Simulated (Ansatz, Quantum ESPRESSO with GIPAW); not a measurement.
**19F and 27Al NMR of CsAlF4, calculated**

Wanted: NMR shieldings and quadrupolar couplings for each site of CsAlF4.

Program: Quantum ESPRESSO with GIPAW 8.0dev (patched build). Level of theory: DFT, PBEsol, plane-wave PAW (pslibrary 1.0.0 recipes), scalar-relativistic, GIPAW; a patched development version of the program. Results are calculated unless marked as measured.

### 1. Set-up

It takes space group P-62m (No. 189, hexagonal). The conventional cell has a = 9.500 Å, b = 9.500 Å, c = 3.713 Å, α = 90.00°, β = 90.00°, γ = 120.00°. Nearest to Cs lie 13 F at 3.11 to 3.55 Å. Nearest to Al lie 6 F at 1.77 to 1.86 Å. Nearest to F lie 2 Al at 1.85 Å and 2 Cs at 3.21 Å. Nearest to F lie 2 Al at 1.86 Å and 3 Cs at 3.41 to 3.55 Å. F has 1 Al at 1.77 Å and 4 Cs at 3.11 to 3.16 Å nearest. Farther neighbours and most contacts between anions are not listed.

The cell is an entry of the Crystallography Open Database; it need not be the form that is stable at ambient conditions.

This structure had its atoms relaxed beforehand (DFT, PBEsol, plane-wave PAW (pslibrary 1.0.0 recipes), Quantum ESPRESSO with GIPAW), starting from the database entry, since shieldings follow bond lengths closely.

### 2. Ground state

First the ground state. The response equations take the occupied wavefunctions as exact, so conv_thr is set much tighter than for an energy. No empty states are asked for: the response is solved without them. The mesh has a spacing of 0.43 Å⁻¹ at most. The PAW files were made with ld1.x from the pslibrary 1.0.0 recipes, with GIPAW reconstruction switched on (the recipe of F and Cs slightly mended, as the packaged one fails to give a sound file).

scf.in reads:

```
&control
  calculation = 'scf'
  prefix = 'x'
  outdir = './tmp/'
  pseudo_dir = './'
/
&system
  ibrav = 0
  nat = 18
  ntyp = 3
  ecutwfc = 55
  ecutrho = 330
  nbnd = 60
/
&electrons
  conv_thr = 1.0d-10
  mixing_beta = 0.7
  electron_maxstep = 100
/
ATOMIC_SPECIES
  Cs 132.905 Cs.pbesol-spnd-kjpaw_psl.1.0.0-gipaw.UPF
  Al 26.982 Al.pbesol-n-kjpaw_psl.1.0.0-gipaw.UPF
  F 18.998 F.pbesol-n-kjpaw_psl.1.0.0-gipaw.UPF
CELL_PARAMETERS angstrom
  9.50000000 0.00000000 0.00000000
  -4.75000000 8.22724134 0.00000000
  0.00000000 0.00000000 3.71300000
ATOMIC_POSITIONS crystal
  Cs 0.00000000 0.56854288 0.50000000
  Cs 0.43145712 0.43145712 0.50000000
  Cs 0.56854288 -0.00000000 0.50000000
  Al -0.00000000 0.21781813 -0.00000000
  Al 0.78218187 0.78218187 0.00000000
  Al 0.21781813 -0.00000000 0.00000000
  F 0.00000000 0.84437577 0.00000000
  F 0.15562423 0.15562423 -0.00000000
  F 0.84437577 0.00000000 0.00000000
  F -0.00000000 0.20963872 0.50000000
  F 0.79036128 0.79036128 0.50000000
  F 0.20963872 0.00000000 0.50000000
  F 0.26507295 0.84223267 0.00000000
  F 0.57715973 0.73492705 0.00000000
  F 0.15776733 0.42284027 0.00000000
  F 0.84223267 0.26507295 -0.00000000
  F 0.73492705 0.57715973 0.00000000
  F 0.42284027 0.15776733 0.00000000
K_POINTS automatic
  2 2 4 0 0 0
```

Launch:

```console
mpirun -np 4 pw.x -nk 4 -in scf.in > scf.out
```

The log of the run:

```text
using ibrav=0 with symmetry is DISCOURAGED, use correct ibrav instead

     bravais-lattice index     =            0
     lattice parameter (alat)  =      17.9524  a.u.
     unit-cell volume          =    1958.3909 (a.u.)^3
     number of atoms/cell      =           18
     number of atomic types    =            3
     number of electrons       =       120.00
     number of Kohn-Sham states=           60
     kinetic-energy cutoff     =      55.0000  Ry
     charge density cutoff     =     330.0000  Ry
     scf convergence threshold =      1.0E-10
     mixing beta               =       0.7000
     number of iterations used =            8  plain     mixing
     Exchange-correlation= SLA-PW-PSX-PSC
                           (   1   4  10   8   0   0   0)
[...]
Cs                9.00   132.90500     Cs( 1.00)
     Al                3.00    26.98200     Al( 1.00)
     F                 7.00    18.99800     F ( 1.00)

     12 Sym. Ops. (no inversion) found
[...]
number of k points=     6
[...]
Dense  grid:   198251 G-vectors     FFT dimensions: ( 108, 108,  45)

     Smooth grid:   108063 G-vectors     FFT dimensions: (  90,  90,  36)

     Check: negative core charge=   -0.000002

     Initial potential from superposition of free atoms

     starting charge     119.8764, renormalised to     120.0000
     Starting wfcs are   75 randomized atomic wfcs

     Self-consistent Calculation

     iteration #  1     ecut=    55.00 Ry     beta= 0.70
     Davidson diagonalization with overlap
     ethr =  1.00E-02,  avg # of iterations =  2.0

     total energy              =   -2050.81494205 Ry
     estimated scf accuracy    <       1.84225491 Ry

     iteration #  2     ecut=    55.00 Ry     beta= 0.70
     Davidson diagonalization with overlap
     ethr =  1.54E-03,  avg # of iterations =  3.0

     total energy              =   -2051.39374237 Ry
     estimated scf accuracy    <       1.50512057 Ry

     iteration #  3     ecut=    55.00 Ry     beta= 0.70
     Davidson diagonalization with overlap
     ethr =  1.25E-03,  avg # of iterations =  2.0

     total energy              =   -2051.65604480 Ry
     estimated scf accuracy    <       0.01770238 Ry

[...]
total energy              =   -2051.66502656 Ry
[...]
iteration # 11     ecut=    55.00 Ry     beta= 0.70
     Davidson diagonalization with overlap
     ethr =  3.16E-12,  avg # of iterations =  4.3

     total energy              =   -2051.66502657 Ry
     estimated scf accuracy    <          1.0E-09 Ry

     iteration # 12     ecut=    55.00 Ry     beta= 0.70
     Davidson diagonalization with overlap
     ethr =  8.41E-13,  avg # of iterations =  2.7

     End of self-consistent calculation
     [one-electron energies left out]

!    total energy              =   -2051.66502657 Ry
     total all-electron energy =    -50550.016387 Ry
     estimated scf accuracy    <          6.8E-11 Ry

     The total energy is the sum of the following terms:
     one-electron contribution =    -430.90179192 Ry
     hartree contribution      =     289.77808924 Ry
     xc contribution           =    -185.57820370 Ry
     ewald contribution        =    -425.21143089 Ry
     one-center paw contrib.   =   -1299.75168929 Ry

     convergence has been achieved in  12 iterations
[...]
JOB DONE.
```

It took 71 s on 4 MPI ranks of Arm Neoverse V2, shared host; peak memory 1.7 GiB; 4.7 min of CPU time.

It converged in 12 cycles to an estimated accuracy of 7e-11 Ry, on 6 irreducible k-points.

### 3. GIPAW: job nmr

A uniform field breaks periodicity, so gipaw.x applies it as a wave of small q and takes the limit. It solves for the first-order states, builds the induced current and gets the field at each nucleus by Biot–Savart; the PAW spheres add what the smooth waves miss near the nuclei. pawproj makes the reconstruction use the PAW data sets' own projectors.

nmr.in reads:

```
&inputgipaw
  job = 'nmr'
  prefix = 'x'
  tmp_dir = './tmp/'
  restart_mode = 'from_scratch'
  verbosity = 'low'
  q_gipaw = 0.01
  spline_ps = .true.
  conv_threshold = 1.0d-11
  use_nmr_macroscopic_shape = .false.
  pawproj(1) = .true.
  pawproj(2) = .true.
  pawproj(3) = .true.
/
```

Launch:

```console
mpirun -np 4 gipaw.x -in nmr.in > nmr.out
```

The log of the run:

```text
[banner, memory and clock lines left out]
[a note of our patched build left out]

     Parallelizing q-star over 1 images

     IMPORTANT: XC functional enforced from input :
     Exchange-correlation= PBESOL
                           (   1   4  10   8   0   0   0)
     Any further DFT definition will be discarded
     Please, verify this is what you really want

     Check: negative core charge=   -0.000002
[...]
projs nearly linearly dependent: l=0  n1,n2= 1, 2  s=  0.99599683
[...]
WARNING: some symmetry operations do not permute x, y and z, so the susceptibility and the shape term are
     wrong: all shieldings move alike (in wurtzite BN nosym gave 13 and 6 ppm more at 3 and 6 points an axis).
     Run pw.x with nosym, and raise the mesh until the susceptibility stays

     alpha_pv=     43.3107 eV

     spline_ps is .false., expect some extrapolation errors

     q-space interpolation up to    66.00 Rydberg

     GIPAW job: nmr
     NMR macroscopic correction: no
[...]
Computing the magnetic susceptibility     isolve=0    ethr=  0.1000E-10
     Starting from scratch
     k-point #    1 of     6      pool #  1    cpu time:       1.9
[...]
End of magnetic susceptibility calculation

     f-sum rule (1st term):
          -109.7605          0.0000          0.0000
            -0.0000       -109.7605          0.0000
            -0.0000         -0.0000       -109.7895

     f-sum rule (2nd term):
            -3.9991          0.0000          0.0000
            -0.0000         -3.9991          0.0000
             0.0000          0.0000         -4.0045

     f-sum rule (should be  -113.7280):
          -113.7596          0.0000          0.0000
            -0.0000       -113.7596          0.0000
            -0.0000         -0.0000       -113.7940

[... susceptibilities left out ...]
     Contributions to the NMR chemical shifts: -------------------------------

     Macroscopic shape contribution in ppm:                    0.00
             0.0000          0.0000          0.0000
             0.0000          0.0000          0.0000
             0.0000          0.0000          0.0000

     Core contribution in ppm:

     Atom  1  Cs  pos: ( -0.284271  0.492373  0.195421)  core sigma:        5983.18
     Atom  2  Cs  pos: (  0.215729  0.373653  0.195421)  core sigma:        5983.18
     Atom  3  Cs  pos: (  0.568543  0.000000  0.195421)  core sigma:        5983.18
     Atom  4  Al  pos: ( -0.108909  0.188636  0.000000)  core sigma:         765.91
     Atom  5  Al  pos: (  0.391091  0.677389  0.000000)  core sigma:         765.91
     Atom  6  Al  pos: (  0.217818  0.000000  0.000000)  core sigma:         765.91
     Atom  7  F   pos: ( -0.422188  0.731251  0.000000)  core sigma:         305.83
     Atom  8  F   pos: (  0.077812  0.134775  0.000000)  core sigma:         305.83
     Atom  9  F   pos: (  0.844376  0.000000  0.000000)  core sigma:         305.83
     Atom 10  F   pos: ( -0.104819  0.181552  0.195421)  core sigma:         305.83
     Atom 11  F   pos: (  0.395181  0.684473  0.195421)  core sigma:         305.83
     Atom 12  F   pos: (  0.209639  0.000000  0.195421)  core sigma:         305.83
     Atom 13  F   pos: ( -0.156043  0.729395  0.000000)  core sigma:         305.83
     Atom 14  F   pos: (  0.209696  0.636465  0.000000)  core sigma:         305.83
     Atom 15  F   pos: ( -0.053653  0.366190  0.000000)  core sigma:         305.83
     Atom 16  F   pos: (  0.709696  0.229560  0.000000)  core sigma:         305.83
     Atom 17  F   pos: (  0.446347  0.499835  0.000000)  core sigma:         305.83
     Atom 18  F   pos: (  0.343957  0.136631  0.000000)  core sigma:         305.83

     Bare contribution in ppm:

     Atom  1  Cs  pos: ( -0.284271  0.492373  0.195421)  bare sigma:          96.14
[...]
Atom  2  Cs  pos: (  0.215729  0.373653  0.195421)  bare sigma:          96.14
[...]
Atom  3  Cs  pos: (  0.568543  0.000000  0.195421)  bare sigma:          96.14
[...]
Atom  4  Al  pos: ( -0.108909  0.188636  0.000000)  bare sigma:         -17.97
[...]
Atom  5  Al  pos: (  0.391091  0.677389  0.000000)  bare sigma:         -17.97
[...]
Atom  6  Al  pos: (  0.217818  0.000000  0.000000)  bare sigma:         -17.97
[...]
Atom  7  F   pos: ( -0.422188  0.731251  0.000000)  bare sigma:          90.53
[...]
Atom  8  F   pos: (  0.077812  0.134775  0.000000)  bare sigma:          90.53
[...]
Atom  9  F   pos: (  0.844376  0.000000  0.000000)  bare sigma:          90.53
[...]
Atom 10  F   pos: ( -0.104819  0.181552  0.195421)  bare sigma:          92.25
[...]
Atom 11  F   pos: (  0.395181  0.684473  0.195421)  bare sigma:          92.25
[...]
Atom 12  F   pos: (  0.209639  0.000000  0.195421)  bare sigma:          92.25
[...]
Atom 13  F   pos: ( -0.156043  0.729395  0.000000)  bare sigma:          88.37
[...]
Atom 14  F   pos: (  0.209696  0.636465  0.000000)  bare sigma:          88.37
[...]
Atom  9  F   pos: (  0.844376  0.000000  0.000000)  para_oo sigma:          -1.19
[...]
Atom 10  F   pos: ( -0.104819  0.181552  0.195421)  para_oo sigma:          -1.14
[...]
Atom 11  F   pos: (  0.395181  0.684473  0.195421)  para_oo sigma:          -1.14
[...]
Atom 12  F   pos: (  0.209639  0.000000  0.195421)  para_oo sigma:          -1.14
[...]
Atom 13  F   pos: ( -0.156043  0.729395  0.000000)  para_oo sigma:          -0.61
[...]
Atom 14  F   pos: (  0.209696  0.636465  0.000000)  para_oo sigma:          -0.61
[...]
Atom 15  F   pos: ( -0.053653  0.366190  0.000000)  para_oo sigma:          -0.61
[...]
Atom 16  F   pos: (  0.709696  0.229560  0.000000)  para_oo sigma:          -0.61
[...]
Atom 17  F   pos: (  0.446347  0.499835  0.000000)  para_oo sigma:          -0.61
[...]
Atom 18  F   pos: (  0.343957  0.136631  0.000000)  para_oo sigma:          -0.61
[...]
Paramagnetic US L_R Q_R contribution in ppm:

     Atom  1  Cs  pos: ( -0.284271  0.492373  0.195421)  para_lq sigma:        2589.27
[...]
Atom  2  Cs  pos: (  0.215729  0.373653  0.195421)  para_lq sigma:        2589.27
[...]
Atom  3  Cs  pos: (  0.568543  0.000000  0.195421)  para_lq sigma:        2589.27
[...]
Atom  4  Al  pos: ( -0.108909  0.188636  0.000000)  para_lq sigma:          -8.04
[...]
Atom  5  Al  pos: (  0.391091  0.677389  0.000000)  para_lq sigma:          -8.04
[...]
Atom  6  Al  pos: (  0.217818  0.000000  0.000000)  para_lq sigma:          -8.04
[...]
Atom  7  F   pos: ( -0.422188  0.731251  0.000000)  para_lq sigma:        -297.34
[...]
Atom  8  F   pos: (  0.077812  0.134775  0.000000)  para_lq sigma:        -297.34
[...]
Atom  9  F   pos: (  0.844376  0.000000  0.000000)  para_lq sigma:        -297.34
[...]
Atom 10  F   pos: ( -0.104819  0.181552  0.195421)  para_lq sigma:        -299.26
[...]
Atom 11  F   pos: (  0.395181  0.684473  0.195421)  para_lq sigma:        -299.26
[...]
Atom 12  F   pos: (  0.209639  0.000000  0.195421)  para_lq sigma:        -299.26
[...]
Atom 13  F   pos: ( -0.156043  0.729395  0.000000)  para_lq sigma:        -303.95
[...]
Atom 14  F   pos: (  0.209696  0.636465  0.000000)  para_lq sigma:        -303.95
[...]
Atom 15  F   pos: ( -0.053653  0.366190  0.000000)  para_lq sigma:        -303.95
[...]
Atom 16  F   pos: (  0.709696  0.229560  0.000000)  para_lq sigma:        -303.95
[...]
Atom 17  F   pos: (  0.446347  0.499835  0.000000)  para_lq sigma:        -303.95
[...]
Atom 18  F   pos: (  0.343957  0.136631  0.000000)  para_lq sigma:        -303.95
[...]
Total NMR chemical shifts in ppm: ---------------------------------------
     (adopting the Simpson convention for anisotropy and asymmetry)-----------

     Atom  1  Cs  pos: ( -0.284271  0.492373  0.195421)  Total sigma:        5548.35
          5491.7959        -31.6952         -0.0000
           -31.6952       5528.3943          0.0000
            -0.0000          0.0000       5624.8510

     Cs      1    anisotropy:    114.76    eta:    0.9568
[...]
Atom  2  Cs  pos: (  0.215729  0.373653  0.195421)  Total sigma:        5548.35
[... its tensor is left out ...]
     Atom  3  Cs  pos: (  0.568543  0.000000  0.195421)  Total sigma:        5548.35
[... its tensor is left out ...]
     Atom  4  Al  pos: ( -0.108909  0.188636  0.000000)  Total sigma:         546.82
           556.1927          3.0266         -0.0000
             3.0266        552.6979         -0.0000
            -0.0000          0.0000        531.5605

     Al      4    anisotropy:    -22.88    eta:    0.4581
[...]
Atom  5  Al  pos: (  0.391091  0.677389  0.000000)  Total sigma:         546.82
[... its tensor is left out ...]
     Atom  6  Al  pos: (  0.217818  0.000000  0.000000)  Total sigma:         546.82
[... its tensor is left out ...]
     Atom  7  F   pos: ( -0.422188  0.731251  0.000000)  Total sigma:         295.88
           320.0282         20.7748         -0.0000
            20.7748        296.0396          0.0000
             0.0000          0.0000        271.5793

     F       7    anisotropy:     54.21    eta:    0.3449
[...]
Atom  8  F   pos: (  0.077812  0.134775  0.000000)  Total sigma:         295.88
[... its tensor is left out ...]
     Atom  9  F   pos: (  0.844376  0.000000  0.000000)  Total sigma:         295.88
[... its tensor is left out ...]
     Atom 10  F   pos: ( -0.104819  0.181552  0.195421)  Total sigma:         305.05
           282.8472          0.4789          0.0000
             0.4789        282.2943         -0.0000
             0.0000         -0.0000        350.0219

     F      10    anisotropy:     67.45    eta:    0.0246
[...]
Atom 11  F   pos: (  0.395181  0.684473  0.195421)  Total sigma:         305.05
[... its tensor is left out ...]
     Atom 12  F   pos: (  0.209639  0.000000  0.195421)  Total sigma:         305.05
[... its tensor is left out ...]
     Atom 13  F   pos: ( -0.156043  0.729395  0.000000)  Total sigma:         285.25
           287.6744         10.3453          0.0000
             9.6994        294.1589         -0.0000
             0.0000         -0.0000        273.9119

     F      13    anisotropy:     24.30    eta:    0.3994
[...]
Atom 14  F   pos: (  0.209696  0.636465  0.000000)  Total sigma:         285.25
[... its tensor is left out ...]
     Atom 15  F   pos: ( -0.053653  0.366190  0.000000)  Total sigma:         285.25
[... its tensor is left out ...]
     Atom 16  F   pos: (  0.709696  0.229560  0.000000)  Total sigma:         285.25
[... its tensor is left out ...]
     Atom 17  F   pos: (  0.446347  0.499835  0.000000)  Total sigma:         285.25
[... its tensor is left out ...]
     Atom 18  F   pos: (  0.343957  0.136631  0.000000)  Total sigma:         285.25
[... its tensor is left out ...]
```

Elapsed: 12 min, on 4 MPI ranks; peak memory 0.97 GiB; 48 min of CPU time.

The f-sum rule is met to 0.066 of 113.7 (0.06 %). Converged shieldings require that this miss be small, but a small miss does not prove them. gipaw.x warns that with these symmetry operations the susceptibility and the shape term are unreliable; the other terms are not touched.

From the symmetric part of each tensor, with principal values σ11 ≤ σ22 ≤ σ33: σ_iso is their mean, the span is σ33 − σ11 and the skew 3(σ_iso − σ22)/span. (gipaw.x prints an anisotropy in another convention.)

```csv
site,atom no.,atoms in cell,σ_iso (ppm),span (ppm),skew
Cs,1,3,5548,151,0.03
Al,4,3,546.8,26.4,-0.47
F(1),7,3,295.9,60.4,0.59
F(2),10,3,305.1,68.0,0.97
F(3),13,6,285.2,27.5,0.53
```

The macroscopic shape term is switched off. For a spherical sample the valence susceptibility of this run would add about 8 ppm to every site, a rough estimate, since the susceptibility converges slowly and lacks part of the PAW terms, above all in hexagonal and trigonal cells. Differences within the crystal don't depend on it, but shieldings of different compounds can't be compared to better than a few ppm without it.

In this run the largest span among the lighter atoms is that of F(2) (site symmetry m2m), with principal values 282.0, 283.1 and 350.0 ppm.

(Continued in part 2 of 2.)

[Banner, clock, file and message-heading lines were taken out of the pw.x and gipaw.x logs.]

[Logs are printed without paths, hosts, clocks, repeated set-up lines and the standing remarks that a program may print on its own settings, such as how far it seeks lower states.]

[Hosts, paths, dates, database ids (printed as entryN), source tags and the programs' standing remarks are cut or masked in the printed files.]

[Where no reference line passes its bar on scatter, no shift is given, so a measured shift of this compound may stand uncompared.]
